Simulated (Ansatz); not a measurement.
## Au wire along [100], 24 atoms a period: bands along the axis

Aim: is the Au wire along [100], 24 atoms a period a metal or a semiconductor?

Program: Ansatz 0.2.0. Level of theory: DFT PBE, plane waves, PAW; relaxation of a wire's period; PAW set soft_1, in the first sound run; inputs show where later runs differ. Results are calculated unless marked as measured.

**1. The structure**

The cell holds 24 atoms: 24 Au. Cell: a = 17.200 Å, b = 17.200 Å, c = 4.160 Å, α = 90.0°, β = 90.0°, γ = 90.0°. Vacuum lies along a and b. The structure's axis is c.

**2. The relaxed wire**

Band widths follow the bond lengths, so the wire is relaxed first. The atoms and the third cell vector are free; the box across stays fixed as vacuum. A Fermi-Dirac smearing is set since the result may be a metal. The pressure printed is a third of the stress's trace over the whole box, vacuum included; only the stress along the axis is relaxed.

File input.yaml:

```yaml
crystal:
  lattice:
    - [17.2, 0.0, 0.0]
    - [0.0, 17.2, 0.0]
    - [0.0, 0.0, 4.16]
  atoms:
    - { symbol: Au, position: [0.197674419, 0.439534884, 0.0] }
    - { symbol: Au, position: [0.318604651, 0.318604651, 0.0] }
    - { symbol: Au, position: [0.318604651, 0.560465116, 0.0] }
    - { symbol: Au, position: [0.439534884, 0.197674419, 0.0] }
    - { symbol: Au, position: [0.439534884, 0.439534884, 0.0] }
    - { symbol: Au, position: [0.439534884, 0.681395349, 0.0] }
    - { symbol: Au, position: [0.560465116, 0.318604651, 0.0] }
    - { symbol: Au, position: [0.560465116, 0.560465116, 0.0] }
    - { symbol: Au, position: [0.560465116, 0.802325581, 0.0] }
    - { symbol: Au, position: [0.681395349, 0.439534884, 0.0] }
    - { symbol: Au, position: [0.681395349, 0.681395349, 0.0] }
    - { symbol: Au, position: [0.802325581, 0.560465116, 0.0] }
    - { symbol: Au, position: [0.197674419, 0.560465116, 0.5] }
    - { symbol: Au, position: [0.318604651, 0.439534884, 0.5] }
    - { symbol: Au, position: [0.318604651, 0.681395349, 0.5] }
    - { symbol: Au, position: [0.439534884, 0.318604651, 0.5] }
    - { symbol: Au, position: [0.439534884, 0.560465116, 0.5] }
    - { symbol: Au, position: [0.439534884, 0.802325581, 0.5] }
    - { symbol: Au, position: [0.560465116, 0.197674419, 0.5] }
    - { symbol: Au, position: [0.560465116, 0.439534884, 0.5] }
    - { symbol: Au, position: [0.560465116, 0.681395349, 0.5] }
    - { symbol: Au, position: [0.681395349, 0.318604651, 0.5] }
    - { symbol: Au, position: [0.681395349, 0.560465116, 0.5] }
    - { symbol: Au, position: [0.802325581, 0.439534884, 0.5] }
kpoints:
  mp_grid: { grid: [1, 1, 20] }
scf:
  occupations: { method: fermi_dirac, width: 0.05 }
hamiltonian:
  xc: pbe
  pseudopotentials: { kind: paw, azcp: { folder: soft_1 } }
relax:
  cell: { fix: [a, b, alpha, beta, gamma] }
  max_steps: 45
  f_tol: 0.03
```

On the command line:

```
> ansatz run input.yaml --threads 4 --pin off --max-ram 16384MiB --backend cpu --events-out ev --progress --plain --runs-dir out
```

Numbers of over 12 decimals in the logs are rounded to 6 here.

The log of the run:

```text
Engine: ansatz 0.2.0, x86_64-unknown-linux-gnu
Pseudopotentials: kind: paw
Pseudopotential: Au, paw, valence charge 19, recommended cutoff 420 eV (normal), soft_1/Au.paw.azcp
Functional definition: PBE
  parameter kappa = 0.804
  parameter beta = 0.066725
  exchange = pbe_x(kappa = kappa, mu = beta*pi^2/3)
  correlation = pbe_c(beta = beta)
Crystal: 24 atoms, lattice volume = 1230.694 Å³
Basis set: ecut = 420 eV, 23941 PW (Γ), exchange–correlation on 240×240×60 points (8 copies of the dense FFT grid, shifted against one another)
Bands: 274, of which v1, the nominal top of the filled ones, is band 228 counted from 1 (227 counted from 0)
Symmetry: 16 space group operations
Space group: P42/mcm (ITA 132), of the structure as read, at distance tolerance 1.1e-4 Å
k-points: 11 of 20
Non-local potential: Au, projectors of the file, l = 0: 3, l = 1: 2, l = 2: 2, l = 3: 1
PAW form: soft (Blöchl's): semilocal exchange-correlation on the pseudo side does not see the compensation charge
PAW one-centre angular grid: Au, 590 points (default); XC on 64 Gauss nodes
Initial density: superposition of atomic densities (neutral atoms: chi_scale 0, normalization atom)
Initial wavefunctions: pseudopotential atomic-orbital guess
Functional: x = pbe(κ = 0.804, μ = 0.219515), c = pbe(β = 0.066725)
SCF iter   1: F=—  HF=-315623.510625 eV  |F-HF|=—  |Δ(HF+E_count)|=         —  Δρ=3.39e-2  dr2=1.84e1  ethr=3.10e-3  ⟨swp⟩=6.4  Hψ=11634  notcnv=0  defer=150
preconditioner: auto → LDOS  [metal: Δε(μ)=0.006 eV  Ē_g=7.414 eV  σ=0.050 eV  W_gap=0.03  n_scr=266 (ndim 8)  ℏωp=17.2 eV  f_vac=0.567  D(μ)=8.37/eV (n_scr^D=28)  β→1.0]
SCF iter   2: F=—  HF=-315624.543660 eV  |F-HF|=—  |Δ(HF+E_count)|=    1.03e0  Δρ=3.64e-2  dr2=1.97e1  ethr=3.10e-3  ⟨swp⟩=3.0  Hψ=7218  notcnv=0  defer=358
SCF iter   3: F=—  HF=-315618.726244 eV  |F-HF|=—  |Δ(HF+E_count)|=    5.82e0  Δρ=2.55e-3  dr2=1.04e-1  ethr=3.10e-3  ⟨swp⟩=2.0  Hψ=5066  notcnv=0  defer=368
SCF iter   4: F=—  HF=-315618.713111 eV  |F-HF|=—  |Δ(HF+E_count)|=   1.31e-2  Δρ=1.19e-3  dr2=5.13e-2  ethr=2.28e-5  ⟨swp⟩=3.4  Hψ=7366  notcnv=0  defer=374
SCF iter   5: F=—  HF=-315618.706503 eV  |F-HF|=—  |Δ(HF+E_count)|=   6.61e-3  Δρ=3.82e-4  dr2=3.65e-3  ethr=1.13e-5  ⟨swp⟩=2.1  Hψ=4109  notcnv=0  defer=374
SCF iter   6: F=—  HF=-315618.706754 eV  |F-HF|=—  |Δ(HF+E_count)|=   2.51e-4  Δρ=1.26e-4  dr2=2.71e-4  ethr=7.99e-7  ⟨swp⟩=2.0  Hψ=4057  notcnv=0  defer=374
SCF iter   7: F=—  HF=-315618.706835 eV  |F-HF|=—  |Δ(HF+E_count)|=   8.03e-5  Δρ=3.47e-5  dr2=2.54e-5  ethr=5.94e-8  ⟨swp⟩=2.0  Hψ=4103  notcnv=0  defer=374
SCF iter   8: F=—  HF=-315618.707258 eV  |F-HF|=—  |Δ(HF+E_count)|=   4.24e-4  Δρ=1.13e-5  dr2=1.41e-6  ethr=5.58e-9  ⟨swp⟩=2.9  Hψ=4135  notcnv=0  defer=374
SCF iter   9: F=—  HF=-315618.707259 eV  |F-HF|=—  |Δ(HF+E_count)|=   9.82e-7  Δρ=3.77e-6  dr2=1.73e-7  ethr=3.09e-10  ⟨swp⟩=3.4  Hψ=5270  notcnv=0  defer=374
SCF iter  10: F=-315618.707259 eV  HF=-315618.707259 eV  |F-HF|=2.91e-8  |Δ(HF+E_count)|=   1.62e-7  Δρ=1.36e-6  dr2=1.41e-8  ethr=2.19e-11  ⟨swp⟩=4.0  Hψ=9478  notcnv=0
SCF 1 converged in 10 iterations: F = -315618.707259 eV  dr2 = 1.41e-8
  greatest PAW one-centre occupation: 1.000 electrons in one spin orbital (limit 2), on the Au atom at site 19 (counted from 0), in its partial waves of l = 0
relax step   1: F+E_penalty+E_count = -315618.70725934 eV  Δ(F+E_penalty+E_count) = +0.000e0 eV  max|allowed force component| = 6.955e-1 eV/Å  Δτ_max = 0.0000 Å  P = -2.018 GPa  Ω = 1230.694 Å³  fix = [a, b, alpha, beta, gamma]  reactions: a -1.835, b -1.835 GPa  (10 SCF iters, dr2 threshold 1.00e-7 eV, accepted)
Crystal: 24 atoms, lattice volume = 1188.217 Å³
Basis set: ecut = 420 eV, 23237 PW (Γ), exchange–correlation on 240×240×60 points (8 copies of the dense FFT grid, shifted against one another)
Initial density: handed on by an earlier stage of this run
Initial wavefunctions: those handed on with the density
iter 1 solved again at ethr=1.28e-4 eV; its pass at ethr=3.10e-3 eV (dr2=5.85e-1 eV) is discarded
SCF iter   1: F=—  HF=-315619.493129 eV  |F-HF|=—  |Δ(HF+E_count)|=         —  Δρ=6.82e-3  dr2=5.92e-1  ethr=1.28e-4  ⟨swp⟩=4.6  Hψ=16161  notcnv=0
preconditioner: auto → LDOS  [metal: Δε(μ)=0.034 eV  Ē_g=8.219 eV  σ=0.050 eV  W_gap=0.17  n_scr=266 (ndim 8)  ℏωp=17.5 eV  f_vac=0.579  D(μ)=7.19/eV (n_scr^D=24)  β→1.0]
SCF iter   2: F=—  HF=-315619.554132 eV  |F-HF|=—  |Δ(HF+E_count)|=   6.10e-2  Δρ=6.66e-3  dr2=8.28e-1  ethr=1.28e-4  ⟨swp⟩=4.1  Hψ=6626  notcnv=0
SCF iter   3: F=—  HF=-315619.343320 eV  |F-HF|=—  |Δ(HF+E_count)|=   2.11e-1  Δρ=6.15e-4  dr2=3.36e-3  ethr=1.28e-4  ⟨swp⟩=2.3  Hψ=5172  notcnv=0  defer=271
SCF iter   4: F=—  HF=-315619.343425 eV  |F-HF|=—  |Δ(HF+E_count)|=   1.05e-4  Δρ=2.72e-4  dr2=1.46e-3  ethr=7.37e-7  ⟨swp⟩=3.0  Hψ=6503  notcnv=0  defer=305
SCF iter   5: F=—  HF=-315619.343494 eV  |F-HF|=—  |Δ(HF+E_count)|=   6.84e-5  Δρ=6.64e-5  dr2=5.10e-5  ethr=3.21e-7  ⟨swp⟩=2.0  Hψ=4101  notcnv=0  defer=305
SCF iter   6: F=—  HF=-315619.343501 eV  |F-HF|=—  |Δ(HF+E_count)|=   7.20e-6  Δρ=2.22e-5  dr2=3.20e-6  ethr=1.12e-8  ⟨swp⟩=2.5  Hψ=4624  notcnv=0  defer=305
SCF iter   7: F=-315619.343506 eV  HF=-315619.343506 eV  |F-HF|=8.69e-8  |Δ(HF+E_count)|=   4.68e-6  Δρ=5.87e-6  dr2=5.62e-7  ethr=5.26e-10  ⟨swp⟩=4.7  Hψ=9855  notcnv=0
SCF 2 converged in 7 iterations: F = -315619.343506 eV  dr2 = 5.62e-7
relax step   2: F+E_penalty+E_count = -315619.34350563 eV  Δ(F+E_penalty+E_count) = -6.362e-1 eV  max|allowed force component| = 3.518e-1 eV/Å  Δτ_max = 0.1980 Å  P = +1.595 GPa  Ω = 1188.217 Å³  energy of the carried Pulay correction = +5.051e-3 eV  fix = [a, b, alpha, beta, gamma]  reactions: a +1.563, b +1.563 GPa  (7 SCF iters, dr2 threshold 2.40e-6 eV, accepted)
Crystal: 24 atoms, lattice volume = 1203.752 Å³
Basis set: ecut = 420 eV, 23549 PW (Γ), exchange–correlation on 240×240×60 points (8 copies of the dense FFT grid, shifted against one another)
iter 1 solved again at ethr=3.54e-5 eV; its pass at ethr=3.10e-3 eV (dr2=1.62e-1 eV) is discarded
SCF iter   1: F=—  HF=-315619.593547 eV  |F-HF|=—  |Δ(HF+E_count)|=         —  Δρ=3.18e-3  dr2=1.69e-1  ethr=3.54e-5  ⟨swp⟩=3.5  Hψ=14712  notcnv=0
preconditioner: auto → LDOS  [metal: Δε(μ)=0.016 eV  Ē_g=8.126 eV  σ=0.050 eV  W_gap=0.08  n_scr=266 (ndim 8)  ℏωp=17.4 eV  f_vac=0.571  D(μ)=7.63/eV (n_scr^D=24)  β→1.0]
SCF iter   2: F=—  HF=-315619.612586 eV  |F-HF|=—  |Δ(HF+E_count)|=   1.90e-2  Δρ=2.91e-3  dr2=2.61e-1  ethr=3.54e-5  ⟨swp⟩=2.6  Hψ=5405  notcnv=0
SCF iter   3: F=—  HF=-315619.559883 eV  |F-HF|=—  |Δ(HF+E_count)|=   5.27e-2  Δρ=3.54e-4  dr2=1.26e-3  ethr=3.54e-5  ⟨swp⟩=2.2  Hψ=4996  notcnv=0
SCF iter   4: F=—  HF=-315619.560216 eV  |F-HF|=—  |Δ(HF+E_count)|=   3.33e-4  Δρ=1.47e-4  dr2=3.15e-4  ethr=2.77e-7  ⟨swp⟩=2.0  Hψ=5734  notcnv=0
SCF iter   5: F=—  HF=-315619.560160 eV  |F-HF|=—  |Δ(HF+E_count)|=   5.58e-5  Δρ=3.05e-5  dr2=1.55e-5  ethr=6.91e-8  ⟨swp⟩=2.1  Hψ=4774  notcnv=0
SCF iter   6: F=-315619.560158 eV  HF=-315619.560158 eV  |F-HF|=4.92e-7  |Δ(HF+E_count)|=   1.74e-6  Δρ=1.03e-5  dr2=1.02e-6  ethr=5.26e-10  ⟨swp⟩=5.0  Hψ=10930  notcnv=0
SCF 3 converged in 6 iterations: F = -315619.560158 eV  dr2 = 1.02e-6
relax step   3: F+E_penalty+E_count = -315619.56015848 eV  Δ(F+E_penalty+E_count) = -2.167e-1 eV  max|allowed force component| = 7.155e-2 eV/Å  Δτ_max = 0.0915 Å  P = -0.265 GPa  Ω = 1203.752 Å³  energy of the carried Pulay correction = +3.169e-3 eV  fix = [a, b, alpha, beta, gamma]  reactions: a -0.260, b -0.260 GPa  (6 SCF iters, dr2 threshold 2.40e-6 eV, accepted)
Crystal: 24 atoms, lattice volume = 1202.429 Å³
iter 1 solved again at ethr=1.28e-6 eV; its pass at ethr=3.10e-3 eV (dr2=5.84e-3 eV) is discarded
SCF iter   1: F=—  HF=-315619.572240 eV  |F-HF|=—  |Δ(HF+E_count)|=         —  Δρ=7.41e-4  dr2=6.17e-3  ethr=1.28e-6  ⟨swp⟩=3.0  Hψ=12576  notcnv=0
preconditioner: auto → LDOS  [metal: Δε(μ)=0.008 eV  Ē_g=8.113 eV  σ=0.050 eV  W_gap=0.04  n_scr=266 (ndim 8)  ℏωp=17.4 eV  f_vac=0.572  D(μ)=7.65/eV (n_scr^D=24)  β→1.0]
SCF iter   2: F=—  HF=-315619.572618 eV  |F-HF|=—  |Δ(HF+E_count)|=   3.78e-4  Δρ=6.17e-4  dr2=7.67e-3  ethr=1.28e-6  ⟨swp⟩=3.1  Hψ=7316  notcnv=0
SCF iter   3: F=—  HF=-315619.570636 eV  |F-HF|=—  |Δ(HF+E_count)|=   1.98e-3  Δρ=9.35e-5  dr2=1.05e-4  ethr=1.28e-6  ⟨swp⟩=2.0  Hψ=5315  notcnv=0
SCF iter   4: F=—  HF=-315619.571039 eV  |F-HF|=—  |Δ(HF+E_count)|=   4.03e-4  Δρ=2.87e-5  dr2=1.29e-5  ethr=2.30e-8  ⟨swp⟩=3.5  Hψ=6054  notcnv=0
SCF iter   5: F=—  HF=-315619.571037 eV  |F-HF|=—  |Δ(HF+E_count)|=   2.07e-6  Δρ=7.09e-6  dr2=6.34e-7  ethr=2.83e-9  ⟨swp⟩=2.0  Hψ=4469  notcnv=0
SCF iter   6: F=-315619.571037 eV  HF=-315619.571037 eV  |F-HF|=6.25e-8  |Δ(HF+E_count)|=   1.44e-8  Δρ=2.09e-6  dr2=3.32e-8  ethr=7.02e-11  ⟨swp⟩=5.0  Hψ=10192  notcnv=0
SCF 4 converged in 6 iterations: F = -315619.571037 eV  dr2 = 3.32e-8
relax step   4: F+E_penalty+E_count = -315619.57103693 eV  Δ(F+E_penalty+E_count) = -1.088e-2 eV  max|allowed force component| = 1.160e-2 eV/Å  Δτ_max = 0.0202 Å  P = -0.012 GPa  Ω = 1202.429 Å³  energy of the carried Pulay correction = +3.328e-3 eV  fix = [a, b, alpha, beta, gamma]  reactions: a -0.030, b -0.030 GPa  (6 SCF iters, dr2 threshold 3.20e-7 eV, accepted)
Initial wavefunctions: pseudopotential atomic-orbital guess (no wavefunctions were taken with the density)
iter 1 solved again at ethr=2.22e-7 eV; its pass at ethr=3.10e-3 eV (dr2=1.01e-3 eV) is discarded
SCF iter   1: F=—  HF=-315619.567046 eV  |F-HF|=—  |Δ(HF+E_count)|=         —  Δρ=4.06e-5  dr2=3.36e-6  ethr=2.22e-7  ⟨swp⟩=5.2  Hψ=22848  notcnv=0
preconditioner: auto → LDOS  [metal: Δε(μ)=0.010 eV  Ē_g=8.119 eV  σ=0.050 eV  W_gap=0.05  n_scr=266 (ndim 8)  ℏωp=17.4 eV  f_vac=0.572  D(μ)=7.67/eV (n_scr^D=24)  β→1.0]
SCF iter   2: F=—  HF=-315619.567477 eV  |F-HF|=—  |Δ(HF+E_count)|=   4.31e-4  Δρ=1.22e-5  dr2=1.32e-6  ethr=7.37e-10  ⟨swp⟩=3.0  Hψ=6612  notcnv=0
SCF iter   3: F=—  HF=-315619.567477 eV  |F-HF|=—  |Δ(HF+E_count)|=   3.83e-7  Δρ=5.65e-6  dr2=3.89e-7  ethr=2.90e-10  ⟨swp⟩=2.3  Hψ=5545  notcnv=0
SCF iter   4: F=—  HF=-315619.567477 eV  |F-HF|=—  |Δ(HF+E_count)|=   8.31e-8  Δρ=1.38e-6  dr2=2.18e-8  ethr=8.53e-11  ⟨swp⟩=2.2  Hψ=4581  notcnv=0
SCF iter   5: F=—  HF=-315619.567477 eV  |F-HF|=—  |Δ(HF+E_count)|=   3.96e-9  Δρ=2.80e-7  dr2=1.16e-9  ethr=4.79e-12  ⟨swp⟩=2.2  Hψ=5060  notcnv=0
SCF iter   6: F=-315619.567477 eV  HF=-315619.567477 eV  |F-HF|=1.16e-10  |Δ(HF+E_count)|=  2.91e-10  Δρ=6.09e-8  dr2=5.04e-11  ethr=1.00e-12  ⟨swp⟩=5.0  Hψ=10690  notcnv=0
SCF 5 converged in 6 iterations: F = -315619.567477 eV  dr2 = 5.04e-11
relax step   5: F+E_penalty+E_count = -315619.56747662 eV  Δ(F+E_penalty+E_count) = +3.560e-3 eV  max|allowed force component| = 1.149e-2 eV/Å  Δτ_max = 0.0000 Å  P = -0.010 GPa  Ω = 1202.429 Å³  fix = [a, b, alpha, beta, gamma]  reactions: a -0.028, b -0.028 GPa  stress off target by 2.55e-2 GPa on what of the cell is left free  SCF on the basis re-selected at this cell (its energy is not comparable with the rows above)  (6 SCF iters)
basis re-selected at this cell: Δ(F+E_penalty+E_count) = +3.560e-3 eV, ΔP = +0.001 GPa vs the last step (what re-selecting the basis moved, of the pressure what is left beyond the Pulay correction that the steps carried, after the strain that the cell walked since its last selection, with what the two solves' SCF thresholds leave and, on support functions, any second-order correction that the steps lacked; it is no m [...]
SCF converged after 6 iterations
Free energy (F): -315619.567477 eV
Harris-Foulkes:  -315619.567477 eV  (|F-HF|=1.16e-10)
Internal energy: -315619.505330 eV  (E = F + TS)
E sigma→0 (E₀):  -315619.536403 eV
Entropy (-TS):   -0.062146 eV (-2.589 meV/atom)
Fermi energy:    3.659595 eV
--- Per-component energies (eV) ---
  E_band       = -12434.389366
  E_kinetic    = 13868.515743
  E_local      = -365135.288122  (includes V_loc(G=0)·N_el)
  E_nonlocal   = 2360.429039
  E_hartree    = 176123.855707
  E_xc         = -5147.342999
  E_vxc        = -6246.254000  (∫ρ·V_xc dr)
  E_paw        = -233569.886391  (= ΣΔE_a)
  E_vpaw       = -9529.540036  (= ΣTr[D̂ρ^β])
  E_aug_tail   = 0.039467  (compensation charges beyond the density's cutoff)
  E_ewald      = 95880.172225
  E_smearing   = -0.062146  (= −TS)
  E_closure    = 0.000000  (closes the sum)
  Σ components = -315619.567477   (vs F -315619.567477, Δ=0.00e0)
--- Forces (eV/Å), atoms counted from 1 ---
  atom   1  Au     0.01149416     0.00078856     0.00000000
  atom   2  Au    -0.00143282    -0.00143282     0.00000000
  atom   3  Au    -0.00365998    -0.00046352     0.00000000
  atom   4  Au     0.00078856     0.01149416     0.00000000
  atom   5  Au    -0.00188968    -0.00188968     0.00000000
  atom   6  Au     0.00046352     0.00365998     0.00000000
  atom   7  Au    -0.00046352    -0.00365998     0.00000000
  atom   8  Au     0.00188968     0.00188968     0.00000000
  atom   9  Au    -0.00078856    -0.01149416     0.00000000
  atom  10  Au     0.00365998     0.00046352     0.00000000
  atom  11  Au     0.00143282     0.00143282     0.00000000
  atom  12  Au    -0.01149416    -0.00078856     0.00000000
  atom  13  Au     0.01149416    -0.00078856     0.00000000
  atom  14  Au    -0.00365998     0.00046352     0.00000000
  atom  15  Au    -0.00143282     0.00143282     0.00000000
  atom  16  Au     0.00046352    -0.00365998     0.00000000
  atom  17  Au    -0.00188968     0.00188968     0.00000000
  atom  18  Au     0.00078856    -0.01149416     0.00000000
  atom  19  Au    -0.00078856     0.01149416     0.00000000
  atom  20  Au     0.00188968    -0.00188968     0.00000000
  atom  21  Au    -0.00046352     0.00365998     0.00000000
  atom  22  Au     0.00143282    -0.00143282     0.00000000
  atom  23  Au     0.00365998    -0.00046352     0.00000000
  atom  24  Au    -0.01149416     0.00078856     0.00000000
  max |Σ_I F_I| component: 3.47e-18 eV/Å
--- Stress (GPa, compression-positive) ---
       -0.028216       0.000000       0.000000
        0.000000      -0.028216       0.000000
        0.000000       0.000000       0.025507
  P = ⅓ Tr σ = -0.0103 GPa (-0.103 kbar)
--- Relaxed structure (4 steps of the walk, 4 accepted, 1 SCFs on fresh bases) ---
  F+E_penalty+E_count = -315619.56747662 eV   max|allowed force component| = 1.149e-2 eV/Å   (the final SCF, on the basis selected at the relaxed cell)
  cell:  # Å, volume = 1202.4289 Å³
    - [17.2, 0.0, 0.0]
    - [0.0, 17.2, 0.0]
    - [0.0, 0.0, 4.064457]
  atoms:
    - { symbol: Au, position: [0.206163, 0.442296, 0.0] }
    - { symbol: Au, position: [0.317993, 0.317993, 0.0] }
    - { symbol: Au, position: [0.317901, 0.565844, 0.0] }
    - { symbol: Au, position: [0.442296, 0.206163, 0.0] }
    - { symbol: Au, position: [0.439750, 0.439750, 0.0] }
    - { symbol: Au, position: [0.434156, 0.682099, 0.0] }
    - { symbol: Au, position: [0.565844, 0.317901, 0.0] }
    - { symbol: Au, position: [0.560250, 0.560250, 0.0] }
    - { symbol: Au, position: [0.557704, 0.793837, 0.0] }
    - { symbol: Au, position: [0.682099, 0.434156, 0.0] }
    - { symbol: Au, position: [0.682007, 0.682007, 0.0] }
    - { symbol: Au, position: [0.793837, 0.557704, 0.0] }
    - { symbol: Au, position: [0.206163, 0.557704, 0.5] }
    - { symbol: Au, position: [0.317901, 0.434156, 0.5] }
    - { symbol: Au, position: [0.317993, 0.682007, 0.5] }
    - { symbol: Au, position: [0.434156, 0.317901, 0.5] }
    - { symbol: Au, position: [0.439750, 0.560250, 0.5] }
    - { symbol: Au, position: [0.442296, 0.793837, 0.5] }
    - { symbol: Au, position: [0.557704, 0.206163, 0.5] }
    - { symbol: Au, position: [0.560250, 0.439750, 0.5] }
    - { symbol: Au, position: [0.565844, 0.682099, 0.5] }
    - { symbol: Au, position: [0.682007, 0.317993, 0.5] }
    - { symbol: Au, position: [0.682099, 0.565844, 0.5] }
    - { symbol: Au, position: [0.793837, 0.442296, 0.5] }
```

Elapsed: 3.9 min, on 4 threads of Intel Xeon Platinum 8488C (Sapphire Rapids), shared host; peak memory 6.5 GiB.

(Part 1 of 2 ends here.)

[Logs are printed without paths, hosts, clocks, repeated set-up lines and the standing remarks that a program may print on its own settings, such as how far it seeks lower states.]

[Hosts, paths, dates, database ids (printed as entryN), source tags and the programs' standing remarks are cut or masked in the printed files.]
